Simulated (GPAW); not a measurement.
# Segments of Ge in a Mo chain: a series of junctions

Wanted: the trend of the zero-bias conductance over a family of junctions, segments of Ge in a Mo chain.

Program: GPAW 26.7.0. Level of theory: GPAW LCAO, PAW setups; Landauer transmission from Green's functions with principal layers (ASE), zero bias. Results are calculated unless marked as measured.

Most raw output is cut from this account.

### 1. The structure

The cell holds 15 atoms: 14 Mo and 1 Ge. Cell: a = 9.000 Å, b = 9.000 Å, c = 33.823 Å, α = 90.0°, β = 90.0°, γ = 90.0°. Regions: left lead, 7 atoms (7 Mo); channel, 1 atom (1 Ge); right lead, 7 atoms (7 Mo). Vacuum lies along a and b. The structure is stacked along c, and the current runs across the ab planes.

### 2. Member of the series, foreign atoms 1

The structure changes from member to member while basis and functional stay, so that the trend is less open to errors of the level than any single value.

run.py

```python
import json
import numpy as np
from ase import Atoms
from ase.transport.calculators import TransportCalculator
from gpaw import GPAW, FermiDirac
from gpaw.lcao.tools import get_lcao_hamiltonian
from scipy.linalg import eigh

# The junction with lead layers at both ends, along the third cell vector
device = Atoms(
    ['Mo', 'Mo', 'Mo', 'Mo', 'Mo', 'Mo', 'Mo', 'Ge', 'Mo', 'Mo', 'Mo', 'Mo', 'Mo', 'Mo', 'Mo'],
    positions=[
        [4.50000, 4.50000, 1.12500],
        [4.50000, 4.50000, 3.37500],
        [4.50000, 4.50000, 5.62500],
        [4.50000, 4.50000, 7.87500],
        [4.50000, 4.50000, 10.12500],
        [4.50000, 4.50000, 12.37500],
        [4.50000, 4.50000, 14.62500],
        [4.50000, 4.50000, 16.91150],
        [4.50000, 4.50000, 19.19800],
        [4.50000, 4.50000, 21.44800],
        [4.50000, 4.50000, 23.69800],
        [4.50000, 4.50000, 25.94800],
        [4.50000, 4.50000, 28.19800],
        [4.50000, 4.50000, 30.44800],
        [4.50000, 4.50000, 32.69800]],
    cell=[[9.0, 0.0, 0.0], [0.0, 9.0, 0.0], [0.0, 0.0, 33.823]],
    pbc=True)

# One principal layer of the lead: the first 5 atoms of the device
lead = Atoms(
    ['Mo', 'Mo', 'Mo', 'Mo', 'Mo'],
    positions=[
        [4.50000, 4.50000, 1.12500],
        [4.50000, 4.50000, 3.37500],
        [4.50000, 4.50000, 5.62500],
        [4.50000, 4.50000, 7.87500],
        [4.50000, 4.50000, 10.12500]],
    cell=[[9.0, 0.0, 0.0], [0.0, 9.0, 0.0], [0.0, 0.0, 11.25]],
    pbc=True)

settings = dict(mode='lcao', basis='dzp', xc='LDA', h=0.2,
                occupations=FermiDirac(0.1), maxiter=250,
                mixer=dict(beta=0.1, nmaxold=8, weight=100.0),
                convergence=dict(density=0.0001))
energies = np.arange(-2, 2 + 1e-9, 0.05)
eta = 0.0001
n1, n2 = 1, 1
# k and -k transmit alike, so half of the mesh across the current serves
mesh = [(i, j) for i in range(n1) for j in range(n2) if (i, j) <= (-i % n1, -j % n2)]
weights = np.array([1 if (i, j) == (-i % n1, -j % n2) else 2 for i, j in mesh]) / (n1 * n2)

# [... helper functions left out ...]
fermi_lead = ground_state(lead, (1, 1, 10), 'lead.txt')
fermi_device = ground_state(device, (1, 1, 3), 'device.txt')
# [... loop over the mesh left out, but for ...]
        # Shift the lead onto the potential of the device's first layer
        shift = ((H[:, 0, 0] - H0[:, 0, 0]) / S0[0, 0]).real.mean()
# [...]
kT = 8.617333e-5 * 77
bias = [0.1, 0.2, 0.5, 1.0, 1.5, 2.0]
# [... integrals and printing left out ...]
```

The run is started by

```console
$ OMP_NUM_THREADS=1 OPENBLAS_NUM_THREADS=1 python run.py
```

It took 4.7 min on 1 thread of AMD EPYC 7R43, shared host; peak memory 1.4 GiB.

Numbers from this step:

```yaml
conductance: 2.795 G₀
largest_coupling_past_the_next_principal_layer: 2.75e-5 eV
largest_misfit_of_the_first_principal_layer: 0.03893 eV
shift_that_aligns_the_lead: -0.003060 eV
basis_functions_of_the_junction: 419
basis_functions_of_a_principal_layer: 145
transmission_at_the_fermi_level_one_spin: 2.795
```

One spin. Transmission, zone mean against energy, zero at the Fermi level:

```tsv
energy (eV)	transmission, zone mean
-2.000	1.49
-1.800	1.60
-1.600	1.73
-1.400	1.87
-1.200	2.05
-1.000	2.24
-0.800	2.41
-0.600	2.55
-0.400	2.67
-0.200	2.75
0.000	2.80
0.150	2.80
0.200	2.80
0.400	2.77
0.600	2.70
0.800	2.60
1.000	2.46
1.200	2.28
1.400	2.04
1.600	1.74
1.800	1.35
2.000	0.695
```

Not self-consistent under bias; the bias window is split evenly. Current through one cell, from the zero-bias transmission against bias:

```tsv
bias (V)	current through one cell, from the zero-bias transmission (μA)
0.100	21.7
0.200	43.3
0.500	108
1.000	213
1.500	315
2.000	409
```

Transmission of the three most open eigenchannels against energy, zero at the Fermi level:

```tsv
energy (eV)	channel 1	channel 2	channel 3
-2.000	0.999	0.244	0.244
-1.800	0.999	0.301	0.301
-1.600	0.995	0.368	0.368
-1.400	0.963	0.452	0.452
-1.200	0.940	0.553	0.553
-1.000	0.915	0.660	0.660
-0.800	0.887	0.760	0.760
-0.600	0.863	0.843	0.843
-0.400	0.908	0.908	0.845
-0.200	0.956	0.956	0.829
0.000	0.987	0.987	0.814
0.200	0.999	0.999	0.797
0.400	0.990	0.990	0.782
0.600	0.962	0.962	0.767
0.800	0.918	0.918	0.753
1.000	0.856	0.856	0.739
1.200	0.772	0.772	0.723
1.400	0.706	0.661	0.661
1.600	0.689	0.522	0.522
1.800	0.672	0.335	0.335
2.000	0.656	0.0146	0.0146
```

Couplings past the next layer reach 2.7e-5 eV, small enough to drop; the matrix elements of the cell's first layer differ from the bulk lead's by up to 0.039 eV. That layer keeps its own values in the calculation, and only beyond it is the lead taken as perfect. The Fermi levels of lead and junction count from different zeros of potential, one for each periodic cell; with both set to zero, the small remaining shift is what aligns them. By hand: G = 2.795 × 77.48 μS = 217 μS, a resistance of 4.62 kΩ; at 0.1 V a linear junction would pass 21.7 μA, and the integral over the bias window gives 21.7 μA.

### 3. Member of the series, 16 atoms: segment atoms = 2

System of this step: 2 Ge atoms in a Mo chain. The cell holds 16 atoms: 14 Mo and 2 Ge. Its edges and angles: a = 9.000 Å, b = 9.000 Å, c = 36.173 Å, α = 90.0°, β = 90.0°, γ = 90.0°. Regions: left lead, 7 atoms (7 Mo); channel, 2 atoms (2 Ge); right lead, 7 atoms (7 Mo). Vacuum lies along a and b. The structure is stacked along c, and the current runs across the ab planes.

run.py, as its differences from that of step 2:

```diff
@@ -10,3 +10,3 @@
 device = Atoms(
-    ['Mo', 'Mo', 'Mo', 'Mo', 'Mo', 'Mo', 'Mo', 'Ge', 'Mo', 'Mo', 'Mo', 'Mo', 'Mo', 'Mo', 'Mo'],
+    ['Mo', 'Mo', 'Mo', 'Mo', 'Mo', 'Mo', 'Mo', 'Ge', 'Ge', 'Mo', 'Mo', 'Mo', 'Mo', 'Mo', 'Mo', 'Mo'],
     positions=[
@@ -20,10 +20,11 @@
         [4.50000, 4.50000, 16.91150],
-        [4.50000, 4.50000, 19.19800],
-        [4.50000, 4.50000, 21.44800],
-        [4.50000, 4.50000, 23.69800],
-        [4.50000, 4.50000, 25.94800],
-        [4.50000, 4.50000, 28.19800],
-        [4.50000, 4.50000, 30.44800],
-        [4.50000, 4.50000, 32.69800]],
-    cell=[[9.0, 0.0, 0.0], [0.0, 9.0, 0.0], [0.0, 0.0, 33.823]],
+        [4.50000, 4.50000, 19.26150],
+        [4.50000, 4.50000, 21.54800],
+        [4.50000, 4.50000, 23.79800],
+        [4.50000, 4.50000, 26.04800],
+        [4.50000, 4.50000, 28.29800],
+        [4.50000, 4.50000, 30.54800],
+        [4.50000, 4.50000, 32.79800],
+        [4.50000, 4.50000, 35.04800]],
+    cell=[[9.0, 0.0, 0.0], [0.0, 9.0, 0.0], [0.0, 0.0, 36.173]],
     pbc=True)
@@ -55,3 +56,3 @@
 fermi_lead = ground_state(lead, (1, 1, 10), 'lead.txt')
-fermi_device = ground_state(device, (1, 1, 3), 'device.txt')
+fermi_device = ground_state(device, (1, 1, 2), 'device.txt')
 # [... loop over the mesh left out, but for ...]
```

Elapsed: 4.7 min, on 1 thread; peak memory 1.4 GiB.

This step gave:

| Property | Result |
| --- | --- |
| conductance | 2.522 G₀ |
| largest misfit of the first principal layer | 0.03338 eV |
| shift that aligns the lead | -0.003030 eV |
| basis functions of the junction | 432 |
| transmission at the Fermi level (one spin) | 2.522 |

One spin. Transmission, zone mean against energy, zero at the Fermi level:

```tsv
energy (eV)	transmission, zone mean
-2.00	0.968
-1.85	0.969
-1.70	0.975
-1.60	0.975
-1.45	0.970
-1.30	1.06
-1.15	1.23
-1.05	1.38
-0.90	1.67
-0.75	2.00
-0.60	2.28
-0.50	2.41
-0.35	2.51
-0.20	2.54
-0.05	2.53
0.00	2.52
0.05	2.51
0.20	2.48
0.35	2.46
0.50	2.46
0.60	2.46
0.75	2.48
0.90	2.49
1.05	2.51
1.15	2.51
1.30	2.48
1.45	2.39
1.60	2.20
1.70	1.98
1.85	1.47
2.00	0.716
```

Not self-consistent under bias; the bias window is split evenly. The current through one cell, from the zero-bias transmission by bias:

```tsv
bias (V)	current through one cell, from the zero-bias transmission (μA)
0.100	19.5
0.200	39.1
0.500	97.5
1.000	194
1.500	284
2.000	366
```

The transmission of the three most open eigenchannels by energy, zero at the Fermi level:

```tsv
energy (eV)	channel 1	channel 2	channel 3
-2.000	0.907	0.0305	0.0305
-1.800	0.868	0.0513	0.0513
-1.600	0.803	0.0858	0.0858
-1.400	0.702	0.146	0.146
-1.200	0.661	0.252	0.252
-1.000	0.620	0.425	0.425
-0.800	0.651	0.651	0.588
-0.600	0.854	0.854	0.567
-0.400	0.967	0.967	0.555
-0.200	0.998	0.998	0.548
0.000	0.990	0.990	0.542
0.200	0.973	0.973	0.537
0.400	0.964	0.964	0.532
0.600	0.967	0.967	0.526
0.800	0.980	0.980	0.520
1.000	0.995	0.995	0.514
1.200	0.997	0.997	0.509
1.400	0.962	0.962	0.508
1.600	0.844	0.844	0.509
1.800	0.577	0.577	0.514
2.000	0.522	0.0969	0.0969
```

The conductance, 2.52 G₀, lies 10 % below that of the member before.

### 4. Member of the series, 17 atoms: segment atoms = 3

System of this step: 3 Ge atoms in a Mo chain. The cell holds 17 atoms: 14 Mo and 3 Ge. Cell: a = 9.000 Å, b = 9.000 Å, c = 38.523 Å, α = 90.0°, β = 90.0°, γ = 90.0°. Regions: left lead, 7 atoms (7 Mo); channel, 3 atoms (3 Ge); right lead, 7 atoms (7 Mo). Vacuum lies along a and b. The structure is stacked along c, and the current runs across the ab planes.

run.py, as its differences from that of step 3:

```diff
@@ -10,3 +10,3 @@
 device = Atoms(
-    ['Mo', 'Mo', 'Mo', 'Mo', 'Mo', 'Mo', 'Mo', 'Ge', 'Ge', 'Mo', 'Mo', 'Mo', 'Mo', 'Mo', 'Mo', 'Mo'],
+    ['Mo', 'Mo', 'Mo', 'Mo', 'Mo', 'Mo', 'Mo', 'Ge', 'Ge', 'Ge', 'Mo', 'Mo', 'Mo', 'Mo', 'Mo', 'Mo', 'Mo'],
     positions=[
@@ -21,10 +21,11 @@
         [4.50000, 4.50000, 19.26150],
-        [4.50000, 4.50000, 21.54800],
-        [4.50000, 4.50000, 23.79800],
-        [4.50000, 4.50000, 26.04800],
-        [4.50000, 4.50000, 28.29800],
-        [4.50000, 4.50000, 30.54800],
-        [4.50000, 4.50000, 32.79800],
-        [4.50000, 4.50000, 35.04800]],
-    cell=[[9.0, 0.0, 0.0], [0.0, 9.0, 0.0], [0.0, 0.0, 36.173]],
+        [4.50000, 4.50000, 21.61150],
+        [4.50000, 4.50000, 23.89800],
+        [4.50000, 4.50000, 26.14800],
+        [4.50000, 4.50000, 28.39800],
+        [4.50000, 4.50000, 30.64800],
+        [4.50000, 4.50000, 32.89800],
+        [4.50000, 4.50000, 35.14800],
+        [4.50000, 4.50000, 37.39800]],
+    cell=[[9.0, 0.0, 0.0], [0.0, 9.0, 0.0], [0.0, 0.0, 38.523]],
     pbc=True)
```

The job ended after 5.7 min (1 thread; peak memory 1.5 GiB).

The conductance, 2.47 G₀, lies 2.2 % below that of the member before.

### 5. Junction, 18 atoms: segment atoms = 4

System of this step: 4 Ge atoms in a Mo chain. The cell holds 18 atoms: 14 Mo and 4 Ge. Cell: a = 9.000 Å, b = 9.000 Å, c = 40.873 Å, α = 90.0°, β = 90.0°, γ = 90.0°. Regions: left lead, 7 atoms (7 Mo); channel, 4 atoms (4 Ge); right lead, 7 atoms (7 Mo). Vacuum lies along a and b. The structure is stacked along c, and the current runs across the ab planes.

run.py, as its differences from that of step 4:

```diff
@@ -10,3 +10,3 @@
 device = Atoms(
-    ['Mo', 'Mo', 'Mo', 'Mo', 'Mo', 'Mo', 'Mo', 'Ge', 'Ge', 'Ge', 'Mo', 'Mo', 'Mo', 'Mo', 'Mo', 'Mo', 'Mo'],
+    ['Mo', 'Mo', 'Mo', 'Mo', 'Mo', 'Mo', 'Mo', 'Ge', 'Ge', 'Ge', 'Ge', 'Mo', 'Mo', 'Mo', 'Mo', 'Mo', 'Mo', 'Mo'],
     positions=[
@@ -22,10 +22,11 @@
         [4.50000, 4.50000, 21.61150],
-        [4.50000, 4.50000, 23.89800],
-        [4.50000, 4.50000, 26.14800],
-        [4.50000, 4.50000, 28.39800],
-        [4.50000, 4.50000, 30.64800],
-        [4.50000, 4.50000, 32.89800],
-        [4.50000, 4.50000, 35.14800],
-        [4.50000, 4.50000, 37.39800]],
-    cell=[[9.0, 0.0, 0.0], [0.0, 9.0, 0.0], [0.0, 0.0, 38.523]],
+        [4.50000, 4.50000, 23.96150],
+        [4.50000, 4.50000, 26.24800],
+        [4.50000, 4.50000, 28.49800],
+        [4.50000, 4.50000, 30.74800],
+        [4.50000, 4.50000, 32.99800],
+        [4.50000, 4.50000, 35.24800],
+        [4.50000, 4.50000, 37.49800],
+        [4.50000, 4.50000, 39.74800]],
+    cell=[[9.0, 0.0, 0.0], [0.0, 9.0, 0.0], [0.0, 0.0, 40.873]],
     pbc=True)
```

It took 5.3 min on 1 thread; peak memory 1.6 GiB.

The conductance, 2.76 G₀, lies 12 % above that of the member before.

### 6. Member of the series, 19 atoms: segment atoms = 5

System of this step: 5 Ge atoms in a Mo chain. The cell holds 19 atoms: 14 Mo and 5 Ge. Its edges and angles: a = 9.000 Å, b = 9.000 Å, c = 43.223 Å, α = 90.0°, β = 90.0°, γ = 90.0°. Regions: left lead, 7 atoms (7 Mo); channel, 5 atoms (5 Ge); right lead, 7 atoms (7 Mo). Vacuum lies along a and b. The structure is stacked along c, and the current runs across the ab planes.

run.py, as its differences from that of step 5:

```diff
@@ -10,3 +10,3 @@
 device = Atoms(
-    ['Mo', 'Mo', 'Mo', 'Mo', 'Mo', 'Mo', 'Mo', 'Ge', 'Ge', 'Ge', 'Ge', 'Mo', 'Mo', 'Mo', 'Mo', 'Mo', 'Mo', 'Mo'],
+    ['Mo', 'Mo', 'Mo', 'Mo', 'Mo', 'Mo', 'Mo', 'Ge', 'Ge', 'Ge', 'Ge', 'Ge', 'Mo', 'Mo', 'Mo', 'Mo', 'Mo', 'Mo', 'Mo'],
     positions=[
@@ -23,10 +23,11 @@
         [4.50000, 4.50000, 23.96150],
-        [4.50000, 4.50000, 26.24800],
-        [4.50000, 4.50000, 28.49800],
-        [4.50000, 4.50000, 30.74800],
-        [4.50000, 4.50000, 32.99800],
-        [4.50000, 4.50000, 35.24800],
-        [4.50000, 4.50000, 37.49800],
-        [4.50000, 4.50000, 39.74800]],
-    cell=[[9.0, 0.0, 0.0], [0.0, 9.0, 0.0], [0.0, 0.0, 40.873]],
+        [4.50000, 4.50000, 26.31150],
+        [4.50000, 4.50000, 28.59800],
+        [4.50000, 4.50000, 30.84800],
+        [4.50000, 4.50000, 33.09800],
+        [4.50000, 4.50000, 35.34800],
+        [4.50000, 4.50000, 37.59800],
+        [4.50000, 4.50000, 39.84800],
+        [4.50000, 4.50000, 42.09800]],
+    cell=[[9.0, 0.0, 0.0], [0.0, 9.0, 0.0], [0.0, 0.0, 43.223]],
     pbc=True)
```

Elapsed: 5.5 min, on 1 thread; peak memory 1.6 GiB.

One spin. Transmission, zone mean against energy, zero at the Fermi level:

```tsv
energy (eV)	transmission, zone mean
-2.00	0.457
-1.85	0.429
-1.70	0.401
-1.60	0.378
-1.45	0.384
-1.30	0.426
-1.15	0.550
-1.05	0.868
-0.90	2.39
-0.75	2.41
-0.60	2.42
-0.50	2.60
-0.35	2.85
-0.20	2.96
-0.15	2.97
-0.05	2.96
0.00	2.95
0.05	2.94
0.20	2.92
0.35	2.89
0.50	2.82
0.60	2.73
0.75	2.58
0.90	2.44
1.05	2.36
1.15	2.35
1.30	2.41
1.45	2.50
1.60	2.46
1.70	2.25
1.85	1.61
2.00	0.586
```

The conductance, 2.95 G₀, lies 6.7 % above that of the member before.

### 7. Junction, 20 atoms: segment atoms = 6

System of this step: 6 Ge atoms in a Mo chain. The cell holds 20 atoms: 14 Mo and 6 Ge. Cell: a = 9.000 Å, b = 9.000 Å, c = 45.573 Å, α = 90.0°, β = 90.0°, γ = 90.0°. Regions: left lead, 7 atoms (7 Mo); channel, 6 atoms (6 Ge); right lead, 7 atoms (7 Mo). Vacuum lies along a and b. The structure is stacked along c, and the current runs across the ab planes.

run.py, as its differences from that of step 6:

```diff
@@ -10,3 +10,3 @@
 device = Atoms(
-    ['Mo', 'Mo', 'Mo', 'Mo', 'Mo', 'Mo', 'Mo', 'Ge', 'Ge', 'Ge', 'Ge', 'Ge', 'Mo', 'Mo', 'Mo', 'Mo', 'Mo', 'Mo', 'Mo'],
+    ['Mo', 'Mo', 'Mo', 'Mo', 'Mo', 'Mo', 'Mo', 'Ge', 'Ge', 'Ge', 'Ge', 'Ge', 'Ge', 'Mo', 'Mo', 'Mo', 'Mo', 'Mo', 'Mo', 'Mo'],
     positions=[
@@ -24,10 +24,11 @@
         [4.50000, 4.50000, 26.31150],
-        [4.50000, 4.50000, 28.59800],
-        [4.50000, 4.50000, 30.84800],
-        [4.50000, 4.50000, 33.09800],
-        [4.50000, 4.50000, 35.34800],
-        [4.50000, 4.50000, 37.59800],
-        [4.50000, 4.50000, 39.84800],
-        [4.50000, 4.50000, 42.09800]],
-    cell=[[9.0, 0.0, 0.0], [0.0, 9.0, 0.0], [0.0, 0.0, 43.223]],
+        [4.50000, 4.50000, 28.66150],
+        [4.50000, 4.50000, 30.94800],
+        [4.50000, 4.50000, 33.19800],
+        [4.50000, 4.50000, 35.44800],
+        [4.50000, 4.50000, 37.69800],
+        [4.50000, 4.50000, 39.94800],
+        [4.50000, 4.50000, 42.19800],
+        [4.50000, 4.50000, 44.44800]],
+    cell=[[9.0, 0.0, 0.0], [0.0, 9.0, 0.0], [0.0, 0.0, 45.573]],
     pbc=True)
```

Run time: 5.1 min. Hardware: 1 thread; peak memory 1.7 GiB.

(Continued in part 2 of 2.)

[Logs are printed without paths, hosts, clocks, repeated set-up lines and the standing remarks that a program may print on its own settings, such as how far it seeks lower states.]

[Hosts, paths, dates, database ids (printed as entryN), source tags and the programs' standing remarks are cut or masked in the printed files.]
